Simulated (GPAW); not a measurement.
# Calculated records

**BaZnPF (P4/nmm): one start, several treatments of the self-energy**

It takes space group P4/nmm (No. 129, tetragonal). The conventional cell has a = 4.156 Å, b = 4.156 Å, c = 9.457 Å, α = 90.00°, β = 90.00°, γ = 90.00°. Nearest to Ba lie 4 F at 2.62 Å and 4 P at 3.41 Å. Nearest to Zn lie 4 P at 2.51 Å. P has 4 Zn at 2.51 Å and 4 Ba at 3.41 Å nearest. Nearest to F lie 4 Ba at 2.62 Å. Farther neighbours and most contacts between anions are not listed.

```
method                                  : DFT, PBE, plane waves, PAW (and 3 further levels or steps)
program                                 : GPAW 26.7.0
settings of one run                     : cutoff 600 eV, GPAW PAW setups 1.2.1 data release, 4×4×1 k-mesh, nbands 275
cost                                    : 6 runs, 6.6 min in all on 4 MPI ranks of Arm Neoverse V1, shared host (the runs of this entry)
notes                                   : The cell and positions come from the Crystallography Open Database and are kept as given unless a step says otherwise. Limits: no spin-orbit coupling. Bands and cutoff are finite, so the gap is not at the basis limit. The miss can reach some tenths of an eV and take either sign; the mesh is an error of its own. The 4×4×1 mesh is coarse for this cell, which bears on the long-range parts of exchange and screening.
G0W0, Godby-Needs plasmon pole          : 1.446 eV
one-shot HSE06                          : 1.191 eV
G0W0, extrapolated in the cutoff        : 1.428 eV
one-shot PBE0                           : 1.891 eV
G0W0, full frequency, Hilbert transform : 1.431 eV
known limits                            : not at the basis limit; d shell near the gap, gap tends to lie low; no spin-orbit coupling; coarse k mesh
```

One-shot HSE06: −0.255 eV against G0W0, Godby-Needs plasmon pole. G0W0, extrapolated in the cutoff: −0.018 eV against G0W0, Godby-Needs plasmon pole, at other bands or cutoff, so not like for like.

[Paths, hosts, dates, memory and timing lines, banners, echoed tables and standing remarks are left out of the program output.]

[Logs are printed without paths, hosts, clocks, repeated set-up lines and the standing remarks that a program may print on its own settings, such as how far it seeks lower states.]

[Runs of the session that timed out or met a known fault of the program may be left out.]

[Hosts, paths, dates, database ids (printed as entryN), source tags and the programs' standing remarks are cut or masked in the printed files.]
